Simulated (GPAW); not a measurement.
# Near-edge structure at the Ag L₃ edge of AgB2 (P6/mmm)

Aim: the near-edge shape at the Ag L₃ edge of AgB2 (P6/mmm), and what the core hole does to it.

Main program and level: GPAW 26.7.0; X-ray absorption from dipole matrix elements to empty bands, plane-wave PAW PBE.

**1. Set-up**

Symmetry: P6/mmm, No. 191, hexagonal system. Conventional cell: a = 3.000 Å, b = 3.000 Å, c = 3.240 Å, α = 90.00°, β = 90.00°, γ = 120.00°. Nearest to Ag lie 12 B at 2.37 Å. Nearest to B lie 3 B at 1.73 Å and 6 Ag at 2.37 Å. Farther neighbours are not listed.

**2. The field without a hole**

The ground state comes first: it tells whether the system has a gap, which decides how the excited electron is treated.

scf.py reads:

```python
import numpy as np
from ase import Atoms
from ase.parallel import parprint, paropen
from gpaw import GPAW, PW, FermiDirac, Mixer, MixerDif, setup_paths
from gpaw.test import gen
setup_paths.insert(0, '.')
gen('Ag', name='nch2p', xcname='PBE', corehole=(2, 1, 0), write_xml=True)
from gpaw.mpi import world
world.barrier()

atoms = Atoms('AgB2',
    cell=[[3, 0, 0],
     [-1.5, 2.59807621, 0],
     [0, 0, 3.24]],
    scaled_positions=[[0, 0, 0],
     [0.66666667, 0.33333333, 0.5],
     [0.33333333, 0.66666667, 0.5]],
    pbc=True)
atoms.calc = calc = GPAW(legacy_gpaw=True, mode=PW(430), xc='PBE', setups={0: 'nch2p'},
    kpts={'size': (9, 9, 8), 'gamma': True}, occupations=FermiDirac(0.05),
    charge=0, mixer=Mixer(0.1, 5, 50), maxiter=150,
    convergence={'density': 0.0001}, txt='scf.txt')
energy = atoms.get_potential_energy() + calc.get_reference_energy()
ef = calc.get_fermi_level()
out = dict(energy=energy, fermi=ef, forces=atoms.get_forces().tolist())
parprint(f'all-electron energy {energy:.4f} eV, Fermi level {ef:.4f} eV')
ev = np.array([[calc.get_eigenvalues(k, s) for k in range(len(calc.get_ibz_k_points()))] for s in range(calc.get_number_of_spins())])
out['homo'], out['lumo'], out['counts'] = ev[ev < ef].max(), ev[ev > ef].min(), sorted(set((ev < ef).sum((0, 2)).tolist()))
out['filled'] = (ev[:, 0] < ef).sum(1).tolist()
import json
with paropen('out.json', 'w') as f:
    json.dump(out, f)
```

Launch:

```sh
$ OMP_NUM_THREADS=1 mpirun -n 4 gpaw python scf.py
```

Numbers of over 12 decimals in the logs are rounded to 6 here.

Output:

```text
Input parameters:
  convergence: {density: 0.0001}
  kpts: {gamma: True,
         size: (9, 9, 8)}
  maxiter: 150
  mixer: {backend: pulay,
          beta: 0.1,
          method: separate,
          nmaxold: 5,
          weight: 50}
  mode: {ecut: 430.0,
         name: pw}
  occupations: {fixmagmom: False,
                name: fermi-dirac,
                width: 0.05}
  setups: {0: nch2p}
  xc: PBE

Initialize ...

[... PAW data sets ...]

Reference energy: -145936.806786  # eV

Spin-paired calculation

[... convergence settings ...]
Symmetries present (total): 24
  [... symmetry matrices ...]

648 k-points: 9 x 9 x 8 Monkhorst-Pack grid + [0.000000,0.000000,1/16]
60 k-points in the irreducible part of the Brillouin zone
       k-points in crystal coordinates                weights
   0:     0.00000000    0.00000000    0.00000000          1/648
   1:     0.00000000    0.00000000    0.12500000          2/648
   2:     0.00000000    0.00000000    0.25000000          2/648
   3:     0.00000000    0.00000000    0.37500000          2/648
   4:     0.00000000    0.00000000    0.50000000          1/648
   5:     0.11111111    0.00000000    0.00000000          6/648
   6:     0.11111111    0.00000000    0.12500000         12/648
   7:     0.11111111    0.00000000    0.25000000         12/648
   8:     0.11111111    0.00000000    0.37500000         12/648
   9:     0.11111111    0.00000000    0.50000000          6/648
          ...
  59:     0.44444444    0.44444444    0.50000000          6/648

Wave functions: Plane wave expansion
  Cutoff energy: 430.000 eV
  Number of coefficients (min, max): 488, 527
  Pulay-stress correction: 0.000000 eV/Ang^3 (de/decut=0.000000)
  Using FFTW library
  Wavefunction extrapolation:
    Improved wavefunction reuse through dual PAW basis

Occupation numbers: Fermi-Dirac:
  width: 0.0500  # eV

Eigensolver
   Davidson(niter=2)

Densities:
  Coarse grid: 15*15*16 grid
  Fine grid: 30*30*32 grid
  Total Charge: 0.000000

Density mixing:
  Method: separate
  Backend: pulay
  Linear mixing parameter: 0.1
  old densities: 5
  Width of damping distribution: 1.1
  Damping of long wavelength oscillations: 50

[... Hamiltonian set-up ...]
Number of atoms: 3
Number of atomic orbitals: 20
Number of bands in calculation: 18
Number of valence electrons: 23
Bands to converge: occupied

... initialized

Initializing position-dependent things.

Density initialized from atomic densities
Creating initial wave functions:
  18 bands from LCAO basis set

         B  B

       Ag

Atomic positions and initial magnetic moments

Positions:
   0 Ag     0.000000    0.000000    0.000000    ( 0.0000,  0.0000,  0.0000)
   1 B      1.500000    0.866025    1.620000    ( 0.0000,  0.0000,  0.0000)
   2 B     -0.000000    1.732051    1.620000    ( 0.0000,  0.0000,  0.0000)

Unit cell:
           periodic     x           y           z      points  spacing
  1. axis:    yes    3.000000    0.000000    0.000000    15     0.1732
  2. axis:    yes   -1.500000    2.598076    0.000000    15     0.1732
  3. axis:    yes    0.000000    0.000000    3.240000    16     0.2025

  Lengths:   3.000000   3.000000   3.240000
  Angles:   90.000000  90.000000 120.000000

Effective grid spacing dv^(1/3) = 0.1914

iter:   1   -17.644283
iter:   2   -15.325961   -1.54  -1.05
iter:   3   -13.568719   -1.34  -1.16
iter:   4   -13.357279   -2.67  -1.41
iter:   5   -13.305870   -2.93  -1.73
iter:   6   -13.304076   -3.47  -2.11
iter:   7   -13.301896c  -4.12  -2.71
iter:   8   -13.301909c  -5.48  -3.09
iter:   9   -13.301912c  -5.34  -3.19
iter:  10   -13.301889c  -6.64  -3.92
iter:  11   -13.301889c  -8.10c -4.27c

Converged after 11 iterations.

Dipole moment: (-0.000000, 0.000000, 0.000000) |e|*Ang

Energy contributions relative to reference atoms: (reference = -145936.806786)

Kinetic:        +40.822720
Potential:      -32.770906
External:        +0.000000
XC:             -21.460684
Entropy (-ST):   -0.014017
Local:           +0.113990
SIC:             +0.000000
--------------------------
Free energy:    -13.308898
Extrapolated:   -13.301889

Showing only first 2 kpts
 Kpt  Band  Eigenvalues  Occupancy
  0     9      8.75326    2.00000
  0    10     13.06786    0.00000
  0    11     13.06789    0.00000
  0    12     17.60909    0.00000

  1     9      8.28042    2.00000
  1    10     12.87503    0.00000
  1    11     12.87505    0.00000
  1    12     18.03199    0.00000

Fermi level: 11.98796

No gap
No difference between direct/indirect transitions

Forces in eV/Ang:
  0 Ag    0.00000    0.00000    0.00000
  1 B    -0.00000    0.00000    0.00000
  2 B    -0.00000    0.00000    0.00000
Scalar-relativistic atomic PBE calculation for Ag (Silver, Z=47)
Core hole in 2p state (2p occupation: 6.0)
750 radial gridpoints.
|------------------------------------------------|
|------------------------------------------------|
[... the atom generator's iteration count ...]

Energy contributions:
-------------------------
Kinetic:    +5516.585428
XC:          -149.054870
Potential: -10681.402756
-------------------------
Total:      -5313.872198

state      eigenvalue         ekin         rmax
-----------------------------------------------
1s^2.0 :  -929.931437  1181.756001        0.020
2s^2.0 :  -136.960318   243.408715        0.114
2p^6.0 :  -122.941722   232.206907        0.091
3s^2.0 :   -25.108716    67.610154        0.333
3p^6.0 :   -20.489345    62.715017        0.326
3d^10.0:   -13.174509    56.521016        0.274
4s^2.0 :    -3.489907    16.935971        0.823
4p^6.0 :    -2.152673    14.016611        0.877
4d^10.0:    -0.273619     7.693381        1.036
5s^1.0 :    -0.161719     1.388560        2.503
5p^0.0 :    -0.027117     0.431615        3.860
-----------------------------------------------
(units: Bohr and Hartree)

Generating PAW setup
Kinetic energy of the core from tauc = 5489.147069118633
Cutoffs:
rc(s)=2.430
rc(p)=2.510
rc(d)=2.230
rc(vbar)=2.460
rc(comp)=2.370
rc(nct)=2.510

Kinetic energy of the core states: 5354.163393
Charge: 0.0
Core electrons: 30.0
Valence electrons: 17.0
Pseudo-core charge: 0.068819
Shape function alpha=1.780
Pseudo-electron charge 6.150560
state    eigenvalue         norm
--------------------------------
5s(1) :    -0.161719     1.050490
*s    :     0.838281
4p(6) :    -2.152673     0.097467
5p(0) :    -0.027117     1.000444
4d(10):    -0.273619     0.444645
*d    :     0.726381
--------------------------------

Diagonalizing with gridspacing h=0.050

state   all-electron     PAW
-------------------------------
5s:      -0.161719    -0.161848
4p:      -2.152673    -2.153187
4d:      -0.273619    -0.274436
*f:                    0.069174
-------------------------------
all-electron energy -145950.1087 eV, Fermi level 11.9880 eV
```

The job ended after 5.6 s (4 MPI ranks of Arm Neoverse V2, shared host; peak memory 0.16 GiB; 22 s of CPU time).

The mesh shows no gap, so the system is treated as a metal and the core electron is put at the Fermi level (neutral cell).

**3. Spectrum without a core hole, Ag atom 1**

This cheap baseline ignores the attraction of the hole: it shows the absorber's empty states as they are in the ground state. The data set with a hole of occupation 0 only carries the core orbital.

The absorber has 12 B at 2.37 Å (12-fold, site symmetry 6/mmm).

xas.py reads:

```python
import numpy as np
from ase import Atoms
from ase.parallel import parprint, paropen
from gpaw import GPAW, PW, FermiDirac, Mixer, MixerDif, setup_paths
from gpaw.test import gen
setup_paths.insert(0, '.')
gen('Ag', name='nch2p', xcname='PBE', corehole=(2, 1, 0), write_xml=True)
from gpaw.mpi import world
world.barrier()

atoms = Atoms('AgB2',
    cell=[[3, 0, 0],
     [-1.5, 2.59807621, 0],
     [0, 0, 3.24]],
    scaled_positions=[[0, 0, 0],
     [0.66666667, 0.33333333, 0.5],
     [0.33333333, 0.66666667, 0.5]],
    pbc=True)
atoms.calc = calc = GPAW(legacy_gpaw=True, mode=PW(430), xc='PBE', setups={0: 'nch2p'},
    kpts={'size': (13, 13, 10), 'gamma': True}, occupations=FermiDirac(0.1),
    charge=0, mixer=Mixer(0.1, 5, 50), maxiter=150,
    convergence={'density': 0.0001}, txt='scf.txt')
energy = atoms.get_potential_energy() + calc.get_reference_energy()
ef = calc.get_fermi_level()
out = dict(energy=energy, fermi=ef, forces=atoms.get_forces().tolist())
parprint(f'all-electron energy {energy:.4f} eV, Fermi level {ef:.4f} eV')
ev = np.array([[calc.get_eigenvalues(k, s) for k in range(len(calc.get_ibz_k_points()))] for s in range(calc.get_number_of_spins())])
out['homo'], out['lumo'], out['counts'] = ev[ev < ef].max(), ev[ev > ef].min(), sorted(set((ev < ef).sum((0, 2)).tolist()))
out['filled'] = (ev[:, 0] < ef).sum(1).tolist()

from ase.units import Ha
from gpaw.xas import dipole_matrix_elements
nb = int(calc.get_number_of_electrons() / 2) + 18
top = nb
nscf = calc.fixed_density(kpts={'size': (10, 10, 8), 'gamma': True},
    convergence={'eigenstates': 1.0}, txt='nscf.txt')
nscf.diagonalize_full_hamiltonian(nbands=nb)
cell = atoms.cell.array
ops = [cell.T @ U.T @ np.linalg.inv(cell.T) for U in nscf.wfs.kd.symmetry.op_scc]
E = np.arange(-25, 34, 0.1)
fwhm = np.interp(E, [4, 25], [2.4, 3.5])
Y, X, zero, highest = 0, 0, 1e9, 1e9
for spin in range(nscf.get_number_of_spins()):
    wfs = nscf.wfs
    A = dipole_matrix_elements(wfs.setups[0])
    eps = np.zeros((wfs.kd.nibzkpts, nb))
    d = np.zeros((3, A.shape[1], wfs.kd.nibzkpts, nb), complex)
    for kpt in wfs.kpt_u:
        if kpt.s == spin and 0 in kpt.P_ani:
            eps[kpt.k] = kpt.eps_n * Ha
            d[:, :, kpt.k] = (kpt.weight * wfs.nspins / 2) ** 0.5 * np.inner(A, kpt.P_ani[0])
    world.sum(eps)
    world.sum(d)
    T = np.einsum('amkn,bmkn->abkn', d, d.conj()).real
    T = sum(np.einsum('ai,ijkn,bj->abkn', R, T, R) for R in ops) / len(ops)
    empty = eps > ef
    zero, highest = min(zero, eps[empty].min()), min(highest, eps[:, top - 1].min())
    lines = [(eps, T, empty)] if spin == 0 else lines + [(eps, T, empty)]
for eps, T, empty in lines:
    f = np.einsum('aakn->akn', T).reshape(3, -1)
    x = eps.ravel() - zero
    w = np.interp(x, E, fwhm) / 2.35482
    g = np.exp(-0.5 * ((E[:, None] - x) / w) ** 2) / (w * (2 * np.pi) ** 0.5)
    Y = Y + (f * empty.ravel()) @ g.T
    X = X + (f * ~empty.ravel()) @ g.T
out.update(E=E.round(2).tolist(), xas=Y.tolist(), xes=X.tolist(), zero=zero, valid=highest - zero, nk=len(eps), nb=nb)
for i in range(0, len(E), 10):
    parprint(f'{E[i]:7.2f}', *(f'{v:10.3e}' for v in Y[:, i]))
import json
with paropen('out.json', 'w') as f:
    json.dump(out, f)
```

Launch:

```sh
$ OMP_NUM_THREADS=1 mpirun -n 4 gpaw python xas.py
```

Output:

```text
Input parameters:
  convergence: {density: 0.0001}
  kpts: {gamma: True,
         size: (13, 13, 10)}
  maxiter: 150
  mixer: {backend: pulay,
          beta: 0.1,
          method: separate,
          nmaxold: 5,
          weight: 50}
  mode: {ecut: 430.0,
         name: pw}
  occupations: {fixmagmom: False,
                name: fermi-dirac,
                width: 0.1}
  setups: {0: nch2p}
  xc: PBE

Initialize ...

[...]
*d    :     0.726381
--------------------------------

Diagonalizing with gridspacing h=0.050

state   all-electron     PAW
-------------------------------
5s:      -0.161719    -0.161848
4p:      -2.152673    -2.153187
4d:      -0.273619    -0.274436
*f:                    0.069174
-------------------------------
all-electron energy -145950.1143 eV, Fermi level 12.0577 eV
[...]
32.00  4.398e-06  4.398e-06  6.068e-06
  33.00  4.145e-06  4.145e-06  5.807e-06
[key lines of the parts left out:]
Converged after 11 iterations.
Dipole moment: (-0.000000, 0.000000, 0.000000) |e|*Ang
Free energy:    -13.327974
Fermi level: 12.05767
```

Wall time 13 s (4 MPI ranks); peak memory 0.21 GiB.

The Ag L₃ spectrum, Ag atom 1, no core hole (energy from the lowest empty level; intensity scaled to a mean of 1 over the first 20 eV; polarised curves are means over the symmetry-equivalent atoms):

```csv
E (eV),isotropic,ε ⊥ c,ε ∥ c
-2.0,0.05,0.05,0.05
-1.5,0.15,0.15,0.15
-1.0,0.33,0.33,0.33
-0.5,0.62,0.63,0.60
0.0,0.95,0.98,0.90
0.5,1.25,1.31,1.14
1.0,1.45,1.54,1.26
1.5,1.51,1.63,1.26
2.0,1.47,1.61,1.21
2.5,1.40,1.52,1.14
3.0,1.31,1.42,1.08
3.5,1.23,1.33,1.04
4.0,1.17,1.25,1.00
4.5,1.13,1.21,0.96
5.0,1.13,1.22,0.96
5.5,1.20,1.28,1.04
6.0,1.31,1.37,1.20
6.5,1.44,1.46,1.40
7.0,1.51,1.48,1.55
7.5,1.49,1.44,1.59
8.0,1.41,1.37,1.50
8.5,1.31,1.30,1.33
9.0,1.21,1.25,1.14
9.5,1.12,1.20,0.96
10.0,1.01,1.11,0.81
10.5,0.88,0.98,0.68
11.0,0.75,0.84,0.57
11.5,0.64,0.70,0.50
12.0,0.56,0.61,0.47
12.5,0.53,0.56,0.46
13.0,0.52,0.55,0.47
13.5,0.53,0.56,0.48
14.0,0.55,0.58,0.50
14.5,0.58,0.60,0.53
15.0,0.61,0.63,0.57
15.5,0.64,0.66,0.61
16.0,0.67,0.68,0.66
16.5,0.70,0.69,0.71
17.0,0.72,0.70,0.76
17.5,0.73,0.70,0.80
18.0,0.75,0.71,0.84
18.5,0.78,0.72,0.89
19.0,0.84,0.77,0.97
19.5,0.94,0.86,1.09
20.0,1.07,0.99,1.24
20.5,1.22,1.14,1.38
21.0,1.35,1.29,1.48
21.5,1.44,1.40,1.51
22.0,1.46,1.46,1.47
22.5,1.43,1.46,1.37
23.0,1.36,1.42,1.23
23.5,1.27,1.35,1.10
24.0,1.18,1.28,0.98
24.5,1.11,1.21,0.90
25.0,1.06,1.17,0.84
25.5,1.04,1.15,0.83
26.0,1.04,1.15,0.84
26.5,1.07,1.16,0.89
27.0,1.11,1.18,0.96
27.5,1.15,1.20,1.05
28.0,1.19,1.21,1.15
28.5,1.24,1.22,1.27
29.0,1.28,1.24,1.38
29.5,1.33,1.25,1.48
```

Main maxima below 29 eV (height): 1.6 eV (1.51), 7.2 eV (1.51) and 22.0 eV (1.46). At an L edge the dipole rule selects empty d and s states; the absorber's d shell is nominally full, so the onset shows only d character mixed into the empty bands.

The same matrix elements for filled bands give the Ag L₃ emission of Ag atom 1 (ground-state approximation; energy from the lowest empty level, largest value 1):

```csv
E (eV),emission
-24.00,0.00
-23.25,0.00
-22.50,0.00
-21.75,0.00
-21.00,0.00
-20.25,0.00
-19.50,0.00
-18.75,0.00
-18.00,0.00
-17.25,0.00
-16.50,0.00
-15.75,0.00
-15.00,0.00
-14.25,0.00
-13.50,0.00
-12.75,0.01
-12.00,0.02
-11.25,0.04
-10.50,0.06
-9.75,0.10
-9.00,0.21
-8.25,0.42
-7.50,0.73
-6.75,0.96
-6.00,0.99
-5.25,0.89
-4.50,0.75
-3.75,0.60
-3.00,0.44
-2.25,0.34
-1.50,0.31
-0.75,0.27
0.00,0.18
0.75,0.08
1.50,0.03
2.25,0.01
3.00,0.00
```

Emission maxima: -6.2 eV (1.00).

**4. Reference energy of the supercell**

The photon energy needs a difference of total energies, so the cell and mesh of the coming hole run are first run without a hole.

Edit scf.py of step 2 so:

```diff
@@ -10,12 +10,36 @@
 
-atoms = Atoms('AgB2',
-    cell=[[3, 0, 0],
-     [-1.5, 2.59807621, 0],
-     [0, 0, 3.24]],
+atoms = Atoms('Ag9B18',
+    cell=[[-4.5, 2.59807621, -3.24],
+     [-4.5, -2.59807621, 3.24],
+     [0, 5.19615242, 3.24]],
     scaled_positions=[[0, 0, 0],
-     [0.66666667, 0.33333333, 0.5],
-     [0.33333333, 0.66666667, 0.5]],
+     [0.33333333, 0.33333333, 0],
+     [0.33333333, 0, 0.33333333],
+     [0.66666667, 0.66666667, 0],
+     [0, 0.66666667, 0.33333333],
+     [0.66666667, 0.33333333, 0.33333333],
+     [0, 0.33333333, 0.66666667],
+     [0.66666667, 0, 0.66666667],
+     [0.33333333, 0.66666667, 0.66666667],
+     [0.72222222, 0.94444444, 0.27777778],
+     [0.05555556, 0.27777778, 0.27777778],
+     [0.05555556, 0.94444444, 0.61111111],
+     [0.38888889, 0.61111111, 0.27777778],
+     [0.72222222, 0.61111111, 0.61111111],
+     [0.38888889, 0.27777778, 0.61111111],
+     [0.72222222, 0.27777778, 0.94444444],
+     [0.38888889, 0.94444444, 0.94444444],
+     [0.05555556, 0.61111111, 0.94444444],
+     [0.94444444, 0.05555556, 0.38888889],
+     [0.27777778, 0.38888889, 0.38888889],
+     [0.27777778, 0.05555556, 0.72222222],
+     [0.61111111, 0.72222222, 0.38888889],
+     [0.94444444, 0.72222222, 0.72222222],
+     [0.61111111, 0.38888889, 0.72222222],
+     [0.94444444, 0.38888889, 0.05555556],
+     [0.61111111, 0.05555556, 0.05555556],
+     [0.27777778, 0.72222222, 0.05555556]],
     pbc=True)
 atoms.calc = calc = GPAW(legacy_gpaw=True, mode=PW(430), xc='PBE', setups={0: 'nch2p'},
-    kpts={'size': (9, 9, 8), 'gamma': True}, occupations=FermiDirac(0.05),
+    kpts={'size': (4, 4, 4), 'gamma': True}, occupations=FermiDirac(0.1),
     charge=0, mixer=Mixer(0.1, 5, 50), maxiter=150,
```

Launch:

```sh
$ OMP_NUM_THREADS=1 mpirun -n 4 gpaw python scf.py
```

Output:

```text
Input parameters:
  convergence: {density: 0.0001}
  kpts: {gamma: True,
         size: (4, 4, 4)}
  maxiter: 150
  mixer: {backend: pulay,
          beta: 0.1,
          method: separate,
          nmaxold: 5,
          weight: 50}
  mode: {ecut: 430.0,
         name: pw}
  occupations: {fixmagmom: False,
                name: fermi-dirac,
                width: 0.1}
  setups: {0: nch2p}
  xc: PBE

Initialize ...

[...]
*s    :     0.838281
4p(6) :    -2.152673     0.097467
5p(0) :    -0.027117     1.000444
4d(10):    -0.273619     0.444645
*d    :     0.726381
--------------------------------

Diagonalizing with gridspacing h=0.050

state   all-electron     PAW
-------------------------------
5s:      -0.161719    -0.161848
4p:      -2.152673    -2.153187
4d:      -0.273619    -0.274436
*f:                    0.069174
-------------------------------
all-electron energy -1313551.0110 eV, Fermi level 12.0411 eV
[key lines of the parts left out:]
Converged after 12 iterations.
Dipole moment: (-0.000000, -0.000000, 0.000000) |e|*Ang
Free energy:   -119.938013
Fermi level: 12.04108
```

Run time: 1.7 min. Hardware: 4 MPI ranks; peak memory 0.45 GiB.

Reference energy: -1313551.011 eV with the cores included.

(Continued in part 2 of 2.)

[Banner, clock and machine lines of the logs are left out without a mark of their own.]

[Logs are printed without paths, hosts, clocks, repeated set-up lines and the standing remarks that a program may print on its own settings, such as how far it seeks lower states.]

[Hosts, paths, dates, database ids (printed as entryN), source tags and the programs' standing remarks are cut or masked in the printed files.]

[Lists of maxima count a maximum above −3 eV only where it reaches 4 % of the highest in the window and stands out from its surroundings by 2 % of it (1.5 % where it reaches 55 %); shoulders and weaker maxima are passed over, and of the rest the first, up to two pre-edge ones and the few strongest are named.]
